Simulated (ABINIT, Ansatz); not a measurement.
**MgH2 (P4_2/mnm): one start, several treatments of the self-energy**

Wanted: the gap of MgH2 (P4_2/mnm) under several approximations, with cost.

Main program and level: ABINIT 10.8.3; PBE and many-body steps on it, plane waves.

**Experimental background.**

- Gap 5.6 ± 0.1 eV: optical band gap from transmission onset (total and diffuse); optical transmission and ellipsometry; 300 K; film (polycrystalline Pd-capped film on quartz, hydrogenated at 100 bar and 100 C, measured in 1 bar H2) (“Optical properties of MgH2 measured in situ in a novel gas cell for ellipsometry/spectrophotometry”, 2003, arxiv:cond-mat/0305418).

## Step 1: The starting structure

Symmetry: P4_2/mnm, No. 136, tetragonal system. The conventional cell has a = 4.517 Å, b = 4.517 Å, c = 3.020 Å, α = 90.00°, β = 90.00°, γ = 90.00°. Nearest to Mg lie 6 H at 1.95 Å. Nearest to H lie 3 Mg at 1.95 Å. Farther neighbours are not listed.

Structure file:

```cif
data_structure
_symmetry_space_group_name_H-M 'P 1'
_symmetry_Int_Tables_number 1
_cell_length_a 4.5168
_cell_length_b 4.5168
_cell_length_c 3.0205
_cell_angle_alpha 90.000
_cell_angle_beta 90.000
_cell_angle_gamma 90.000
_cell_volume 61.62
loop_
_atom_site_label
_atom_site_type_symbol
_atom_site_fract_x
_atom_site_fract_y
_atom_site_fract_z
_atom_site_occupancy
Mg1 Mg 0.00000 0.00000 0.00000 1
Mg2 Mg 0.50000 0.50000 0.50000 1
H3 H 0.30600 0.30600 0.00000 1
H4 H 0.19400 0.80600 0.50000 1
H5 H 0.69400 0.69400 0.00000 1
H6 H 0.80600 0.19400 0.50000 1
```

The cell and positions come from the Crystallography Open Database and are kept as given unless a step says otherwise.

## Step 2: Empty states on the mesh, 4×4×4 mesh, 415 bands

This step: ABINIT 10.8.3; DFT, PBE, plane waves, norm-conserving pseudopotentials.

The sums over transitions need many empty states on a uniform mesh; this step solves for them.

run.abi reads:

```
acell 3*1.0 Angstrom
rprim 
  4.516800000000 0.000000000000 0.000000000000
  0.000000000000 4.516800000000 0.000000000000
  0.000000000000 0.000000000000 3.020500000000
ntypat 2
znucl 12 1
natom 6
typat 1 1 2 2 2 2
xred 
  0.000000000000 0.000000000000 0.000000000000
  0.500000000000 0.500000000000 0.500000000000
  0.306000000000 0.306000000000 0.000000000000
  0.194000000000 0.806000000000 0.500000000000
  0.694000000000 0.694000000000 0.000000000000
  0.806000000000 0.194000000000 0.500000000000
pp_dirpath "pseudos"
pseudos "Mg.upf, H.upf"
ecut 38
ngkpt 4 4 4
nshiftk 1
shiftk 0 0 0
kptopt 1
chksymbreak 0
irdden 1
istwfk *1
nband 415
prtvol 0
optdriver 6
gwr_task "HDIAGO"
paral_kgb 0
occopt 1
indata_prefix "in"
outdata_prefix "out"
tmpdata_prefix "tmp"
```

On the command line:

```bash
> OMP_NUM_THREADS=1 mpirun -n 8 abinit run.abi > log
```

What it wrote:

```text
.Version 10.8.3 of ABINIT. v10.8.2 released Aug 2026.

 Symmetries : space group P4_2/m n m (#136); Bravais tP (primitive tetrag.)
[... echo of the input left out ...]
== DATASET  1 ==================================================================
-   mpi_nproc: 8, omp_nthreads: 1 (-1 if OMP is not activated)

--- !DatasetInfo
iteration_state: {dtset: 1, }
dimensions: {natom: 6, nkpt: 18, mband: 415, nsppol: 1, nspinor: 1, nspden: 1, mpw: 4696, }
cutoff_energies: {ecut:  38.0, pawecutdg:  -1.0, }
[...]
Indirect band gap semiconductor
 Fundamental gap:     3.895 (eV)
   VBM:     0.402 (eV) at k: [ 2.5000E-01,  0.0000E+00,  0.0000E+00]
   CBM:     4.297 (eV) at k: [ 5.0000E-01,  5.0000E-01,  5.0000E-01]
 Direct gap:         4.666 (eV) at k: [ 2.5000E-01,  2.5000E-01,  5.0000E-01]

== END DATASET(S) ==============================================================
================================================================================

 -outvars: echo values of variables after computation  --------
           etotal      0.0000000000E+00
            nband         415
             nkpt          18
          spgroup         136
 [... the other variables as echoed above ...]

 Calculation completed.
```

Wall time 3.3 min (8 MPI ranks of Arm Neoverse V1, shared host); peak memory 9.8 GiB.

This step gave:

```yaml
gap: 3.895 eV
k_of_the_valence_top: 0.25, 0, 0
k_of_the_conduction_bottom: 0.5, 0.5, 0.5
least_direct_gap: 4.666 eV
k_points_computed: 18
lowest_point_of_the_top_converged_band_above_the_valence_top: 191.7578 eV
```

On this mesh the gap is 3.895 eV.

The density comes from a self-consistent run that is not shown.

## Step 3: Screening, 4×4×4 mesh, 173 bands, screening to 176.9 eV

The RPA dielectric matrix is built and inverted for each q.

This step: RPA screening on PBE, plane waves, norm-conserving pseudopotentials.

run.abi: that of step 2 with these lines changed.

```diff
@@ -24,10 +24,11 @@
 chksymbreak 0
-irdden 1
 istwfk *1
-nband 415
-prtvol 0
-optdriver 6
-gwr_task "HDIAGO"
-paral_kgb 0
 occopt 1
+irdwfk 1
+optdriver 3
+nband 173
+ecuteps 6.5
+inclvkb 2
+awtr 1
+symchi 1
 indata_prefix "in"
```

What it wrote:

```text
.Version 10.8.3 of ABINIT. v10.8.2 released Aug 2026.

 Symmetries : space group P4_2/m n m (#136); Bravais tP (primitive tetrag.)
[... echo of the input left out ...]
== DATASET  1 ==================================================================
-   mpi_nproc: 8, omp_nthreads: 1 (-1 if OMP is not activated)

--- !DatasetInfo
iteration_state: {dtset: 1, }
dimensions: {natom: 6, nkpt: 18, mband: 173, nsppol: 1, nspinor: 1, nspden: 1, mpw: 4696, }
cutoff_energies: {ecut:  38.0, pawecutdg:  -1.0, }
electrons: {nelect:   2.40000000E+01, charge:   0.00000000E+00, occopt:   1.00000000E+00, tsmear:   1.00000000E-02, }

 SCREENING: Calculation of the susceptibility and dielectric matrices

 Based on a program developped by R.W. Godby, V. Olevano, G. Onida, and L. Reining.
 Incorporated in ABINIT by V. Olevano, G.-M. Rignanese, and M. Torrent.
.Using double precision arithmetic ; gwpc =  8

[... cell and pseudopotentials left out ...]
--------------------------------------------------------------------------------

 ==== K-mesh for the wavefunctions ====
 Number of points in the irreducible wedge :    18
[... list of points left out ...]
 Together with 16 symmetry operations and time-reversal symmetry
 yields    64 points in the full Brillouin Zone.

 ==== Q-mesh for the screening function ====
 Number of points in the irreducible wedge :    18
[... list of points left out ...]
 Together with 16 symmetry operations and time-reversal symmetry
 yields    64 points in the full Brillouin Zone.

 setmesh: FFT mesh size selected  =    36x   36x   24
          total number of points  =        31104

 vcoul_init : cutoff-mode = AUXILIARY_FUNCTION
 q-points for optical limit:   1
     1)      0.000010    0.000020    0.000030

- screening: taking advantage of time-reversal symmetry
- Maximum band index for partially occupied states nbvw = 12
- Remaining bands to be divided among processors   nbcw = 161
- Number of bands treated by each node ~20

 Number of electrons calculated from density =   24.0000; Expected =   24.0000
 average of density, n =  0.057713
 r_s =    1.6053
 omega_plasma =   23.1736 [eV]

 calculating chi0 at frequencies [eV] :
  1    0.000000E+00    0.000000E+00
  2    0.000000E+00    2.317355E+01

--------------------------------------------------------------------------------
  q-point number  1        q = ( 0.000000, 0.000000, 0.000000) [r.l.u.]
--------------------------------------------------------------------------------
[... chi0 elements left out ...]
 For q-point:  0.000010 0.000020 0.000030
  dielectric constant =   3.6619
  dielectric constant without local fields =   4.0598

  Average fulfillment of the sum rule on Im[epsilon] for q-point    1 :     66.91  [%]
[... wings left out ...]
  q-point number  2        q = ( 0.250000, 0.000000, 0.000000) [r.l.u.]
--------------------------------------------------------------------------------
[... chi0 elements left out ...]
  Average fulfillment of the sum rule on Im[epsilon] for q-point    2 :     73.54  [%]

 [... 16 further q-points ...]
```

It took 2 min on 8 MPI ranks; peak memory 3.2 GiB.

Numbers from this step:

```yaml
eps_infinity_with_local_fields_on_this_mesh_along_the_program_s_q_direction: 3.662
the_same_without_local_fields: 4.060
plasma_frequency: 23.17 eV
plane_waves_in_the_screening_matrix: 315
```

Local fields lower ε∞ by 10 %. On a Γ-centred mesh this coarse the value itself is usually too large, while a short band sum pulls it down.

## Step 4: G0W0, Godby-Needs plasmon pole

The self-energy is evaluated for the states that the input lists, and the levels follow from it, in one-shot runs by the linearised quasiparticle equation.

This step: G0W0 on PBE, plane waves, norm-conserving pseudopotentials.

run.abi: that of step 3 with these lines changed.

```diff
@@ -27,8 +27,21 @@
 irdwfk 1
-optdriver 3
+optdriver 4
 nband 173
+gwcalctyp 0
+ecutsigx 38
+symsigma 1
+nkptgw 4
+kptgw 
+  0.2500000000 0.0000000000 0.0000000000
+  0.5000000000 0.5000000000 0.5000000000
+  0.2500000000 0.2500000000 0.5000000000
+  0.0000000000 0.0000000000 0.0000000000
+bdgw 
+  11 14
+  11 14
+  11 14
+  10 14
 ecuteps 6.5
-inclvkb 2
-awtr 1
-symchi 1
+irdscr 1
+ppmodel 1
 indata_prefix "in"
```

What it wrote:

```text
.Version 10.8.3 of ABINIT. v10.8.2 released Aug 2026.

 Symmetries : space group P4_2/m n m (#136); Bravais tP (primitive tetrag.)
[... echo of the input left out ...]
== DATASET  1 ==================================================================
-   mpi_nproc: 8, omp_nthreads: 1 (-1 if OMP is not activated)

--- !DatasetInfo
iteration_state: {dtset: 1, }
dimensions: {natom: 6, nkpt: 18, mband: 173, nsppol: 1, nspinor: 1, nspden: 1, mpw: 4696, }
cutoff_energies: {ecut:  38.0, pawecutdg:  -1.0, }
electrons: {nelect:   2.40000000E+01, charge:   0.00000000E+00, occopt:   1.00000000E+00, tsmear:   1.00000000E-02, }

 SIGMA: Calculation of the GW corrections

 Based on a program developped by R.W. Godby, V. Olevano, G. Onida, and L. Reining.
 Incorporated in ABINIT by V. Olevano, G.-M. Rignanese, and M. Torrent.
.Using double precision arithmetic ; gwpc =  8

[... cell and pseudopotentials left out ...]
--------------------------------------------------------------------------------

 ==== K-mesh for the wavefunctions ====
 Number of points in the irreducible wedge :    18
[... list of points left out ...]
 Together with 16 symmetry operations and time-reversal symmetry
 yields    64 points in the full Brillouin Zone.

 ==== Q-mesh for screening function ====
 Number of points in the irreducible wedge :    18
[... list of points left out ...]
 Together with 16 symmetry operations and time-reversal symmetry
 yields    64 points in the full Brillouin Zone.

 vcoul_init : cutoff-mode = AUXILIARY_FUNCTION
 q-points for optical limit:   1
     1)      0.000010    0.000020    0.000030
 setmesh: FFT mesh size selected  =    48x   48x   32
          total number of points  =        73728

 Number of electrons calculated from density =   24.0000; Expected =   24.0000
 average of density, n =  0.057713
 r_s =    1.6053
 omega_plasma =   23.1736 [eV]

 === KS Band Gaps ===
  >>>> For spin  1
   Minimum direct gap =   4.6658 [eV], located at k-point      :   0.2500  0.2500  0.5000
   Fundamental gap    =   3.8953 [eV], Top of valence bands at :   0.2500  0.0000  0.0000
                                       Bottom of conduction at :   0.5000  0.5000  0.5000
 SIGMA fundamental parameters:
 PLASMON POLE MODEL  1
 number of plane-waves for SigmaX                 4651
 number of plane-waves for SigmaC and W            315
 number of plane-waves for wavefunctions          4651
 number of bands                                   173
 number of independent spin polarizations            1
 number of spinorial components                      1
 number of k-points in IBZ                          18
 number of q-points in IBZ                          18
 number of symmetry operations                      16
 number of k-points in BZ                           64
 number of q-points in BZ                           64
 number of frequencies for dSigma/dE                 9
 frequency step for dSigma/dE [eV]                0.25
 number of omega for Sigma on real axis              0
 max omega for Sigma on real axis  [eV]           0.00
 zcut for avoiding poles [eV]                     0.10

 EPSILON^-1 parameters (SCR file):
 dimension of the eps^-1 matrix on file            315
 dimension of the eps^-1 matrix used               315
 number of plane-waves for wavefunctions          4651
 number of bands                                   173
 number of q-points in IBZ                          18
 number of frequencies                               2
 number of real frequencies                          1
 number of imag frequencies                          1

 matrix elements of self-energy operator (all in [eV])

 Perturbative Calculation

--- !SelfEnergy_ee
iteration_state: {dtset: 1, }
kpoint     : [   0.250,    0.000,    0.000, ]
spin       : 1
KS_gap     :    4.798
QP_gap     :    6.766
Delta_QP_KS:    1.968
data: !SigmaeeData |
     Band     E0 <VxcDFT>   SigX SigC(E0)      Z dSigC/dE  Sig(E)    E-E0       E
       11  -0.710 -11.185 -15.060   1.995   0.774  -0.291 -12.641  -1.456  -2.166
       12   0.402 -11.630 -15.054   1.670   0.781  -0.280 -13.000  -1.370  -0.968
       13   5.200  -8.565  -4.388  -3.449   0.822  -0.216  -7.966   0.599   5.798
       14   6.926  -8.266  -3.848  -3.704   0.816  -0.226  -7.684   0.582   7.508

--- !SelfEnergy_ee
iteration_state: {dtset: 1, }
kpoint     : [   0.500,    0.500,    0.500, ]
spin       : 1
KS_gap     :    4.769
QP_gap     :    6.907
Delta_QP_KS:    2.138
data: !SigmaeeData |
     Band     E0 <VxcDFT>   SigX SigC(E0)      Z dSigC/dE  Sig(E)    E-E0       E
       11  -0.472 -11.049 -14.865   1.927   0.776  -0.288 -12.516  -1.467  -1.939
       12  -0.472 -11.049 -14.865   1.927   0.776  -0.288 -12.516  -1.467  -1.939
[...]
--- !SelfEnergy_ee
iteration_state: {dtset: 1, }
kpoint     : [   0.250,    0.250,    0.500, ]
spin       : 1
KS_gap     :    4.666
QP_gap     :    6.748
Delta_QP_KS:    2.083
data: !SigmaeeData |
     Band     E0 <VxcDFT>   SigX SigC(E0)      Z dSigC/dE  Sig(E)    E-E0       E
[...]
--- !SelfEnergy_ee
iteration_state: {dtset: 1, }
kpoint     : [   0.000,    0.000,    0.000, ]
spin       : 1
KS_gap     :    5.246
QP_gap     :    6.963
Delta_QP_KS:    1.717
data: !SigmaeeData |
     Band     E0 <VxcDFT>   SigX SigC(E0)      Z dSigC/dE  Sig(E)    E-E0       E
[...]
12  -0.039 -11.484 -14.821   1.648   0.779  -0.283 -12.800  -1.316  -1.355
       13   5.207  -6.816  -2.910  -3.423   0.829  -0.206  -6.416   0.400   5.608
       14   5.547  -9.978  -5.729  -3.434   0.814  -0.229  -9.315   0.662   6.210

== END DATASET(S) ==============================================================
================================================================================

 -outvars: echo values of variables after computation  --------
           etotal      0.0000000000E+00
            nband         173
             nkpt          18
          spgroup         136
 [... the other variables as echoed above ...]

 Calculation completed.
```

It took 48 s on 8 MPI ranks; peak memory 3.2 GiB; 6.4 min of CPU time.

Numbers from this step:

- G0W0 gap on the mesh: 5.936 eV
- starting gap on the mesh: 3.895 eV
- k of the valence top: 0.25, 0, 0
- k of the conduction bottom: 0.5, 0.5, 0.5
- Z at the valence top: 0.781
- Z at the conduction bottom: 0.821
- least direct G0W0 gap on the computed points: 6.748 eV

The gap on the mesh goes from 3.90 eV to 5.94 eV, a correction of +2.04 eV.

## Step 5: G0W0, Hybertsen-Louie plasmon pole

run.abi: that of step 4 with these lines changed.

```diff
@@ -45,3 +45,3 @@
 irdscr 1
-ppmodel 1
+ppmodel 2
 indata_prefix "in"
```

What it wrote:

```text
.Version 10.8.3 of ABINIT. v10.8.2 released Aug 2026.

 Symmetries : space group P4_2/m n m (#136); Bravais tP (primitive tetrag.)
[... echo of the input left out ...]
== DATASET  1 ==================================================================
-   mpi_nproc: 8, omp_nthreads: 1 (-1 if OMP is not activated)

--- !DatasetInfo
iteration_state: {dtset: 1, }
dimensions: {natom: 6, nkpt: 18, mband: 173, nsppol: 1, nspinor: 1, nspden: 1, mpw: 4696, }
cutoff_energies: {ecut:  38.0, pawecutdg:  -1.0, }
electrons: {nelect:   2.40000000E+01, charge:   0.00000000E+00, occopt:   1.00000000E+00, tsmear:   1.00000000E-02, }

 SIGMA: Calculation of the GW corrections

 Based on a program developped by R.W. Godby, V. Olevano, G. Onida, and L. Reining.
 Incorporated in ABINIT by V. Olevano, G.-M. Rignanese, and M. Torrent.
.Using double precision arithmetic ; gwpc =  8

[... cell and pseudopotentials left out ...]
--------------------------------------------------------------------------------

 ==== K-mesh for the wavefunctions ====
 Number of points in the irreducible wedge :    18
[... list of points left out ...]
 Together with 16 symmetry operations and time-reversal symmetry
 yields    64 points in the full Brillouin Zone.

 ==== Q-mesh for screening function ====
 Number of points in the irreducible wedge :    18
[... list of points left out ...]
 Together with 16 symmetry operations and time-reversal symmetry
 yields    64 points in the full Brillouin Zone.

 vcoul_init : cutoff-mode = AUXILIARY_FUNCTION
 q-points for optical limit:   1
     1)      0.000010    0.000020    0.000030
 setmesh: FFT mesh size selected  =    48x   48x   32
          total number of points  =        73728

 Number of electrons calculated from density =   24.0000; Expected =   24.0000
[...]
matrix elements of self-energy operator (all in [eV])

 Perturbative Calculation

--- !SelfEnergy_ee
iteration_state: {dtset: 1, }
kpoint     : [   0.250,    0.000,    0.000, ]
spin       : 1
KS_gap     :    4.798
QP_gap     :    6.909
Delta_QP_KS:    2.111
data: !SigmaeeData |
     Band     E0 <VxcDFT>   SigX SigC(E0)      Z dSigC/dE  Sig(E)    E-E0       E
       11  -0.710 -11.185 -15.060   1.555   0.852  -0.173 -13.163  -1.978  -2.687
       12   0.402 -11.630 -15.054   1.223   0.854  -0.171 -13.510  -1.880  -1.478
       13   5.200  -8.565  -4.388  -3.914   0.877  -0.140  -8.334   0.230   5.430
[...]
--- !SelfEnergy_ee
iteration_state: {dtset: 1, }
kpoint     : [   0.500,    0.500,    0.500, ]
spin       : 1
KS_gap     :    4.769
QP_gap     :    7.094
Delta_QP_KS:    2.325
data: !SigmaeeData |
     Band     E0 <VxcDFT>   SigX SigC(E0)      Z dSigC/dE  Sig(E)    E-E0       E
[...]
--- !SelfEnergy_ee
iteration_state: {dtset: 1, }
kpoint     : [   0.250,    0.250,    0.500, ]
spin       : 1
KS_gap     :    4.666
QP_gap     :    6.922
Delta_QP_KS:    2.256
data: !SigmaeeData |
     Band     E0 <VxcDFT>   SigX SigC(E0)      Z dSigC/dE  Sig(E)    E-E0       E
[...]
--- !SelfEnergy_ee
iteration_state: {dtset: 1, }
kpoint     : [   0.000,    0.000,    0.000, ]
spin       : 1
KS_gap     :    5.246
QP_gap     :    7.121
Delta_QP_KS:    1.875
data: !SigmaeeData |
     Band     E0 <VxcDFT>   SigX SigC(E0)      Z dSigC/dE  Sig(E)    E-E0       E
[...]
13   5.207  -6.816  -2.910  -3.916   0.879  -0.137  -6.825  -0.009   5.199
       14   5.547  -9.978  -5.729  -3.866   0.873  -0.145  -9.644   0.334   5.881

== END DATASET(S) ==============================================================
================================================================================

 -outvars: echo values of variables after computation  --------
           etotal      0.0000000000E+00
            nband         173
             nkpt          18
          spgroup         136
 [... the other variables as echoed above ...]

 Calculation completed.
```

Run time: 47 s. Hardware: 8 MPI ranks; peak memory 3.1 GiB; 6.2 min of CPU time.

Numbers from this step:

```
G0W0 gap on the mesh                         : 6.098 eV
starting gap on the mesh                     : 3.895 eV
k of the valence top                         : 0.25, 0, 0
k of the conduction bottom                   : 0.5, 0.5, 0.5
Z at the valence top                         : 0.854
Z at the conduction bottom                   : 0.877
least direct G0W0 gap on the computed points : 6.908 eV
```

Against G0W0 in ABINIT (4×4×4 mesh, 173 bands, screening to 176.9 eV, Godby-Needs plasmon pole), the gap moves by +0.162 eV.

(Part 1 of 2 ends here.)

[Paths, hosts, dates, memory and timing lines, banners, echoed tables and standing remarks are left out of the program output.]

[Logs are printed without paths, hosts, clocks, repeated set-up lines and the standing remarks that a program may print on its own settings, such as how far it seeks lower states.]

[Runs of the session that timed out or met a known fault of the program may be left out.]

[Hosts, paths, dates, database ids (printed as entryN), source tags and the programs' standing remarks are cut or masked in the printed files.]

[G0W0 gaps are taken among the corrected bands and points alone; a level outside them can change the order at an edge.]

[Where Ansatz stands beside ABINIT at settings called matched, ABINIT's density can come from a denser mesh and the files from another edition; pairs whose starting gaps differed by over 0.03 eV were left out, so agreement reads better than it is.]
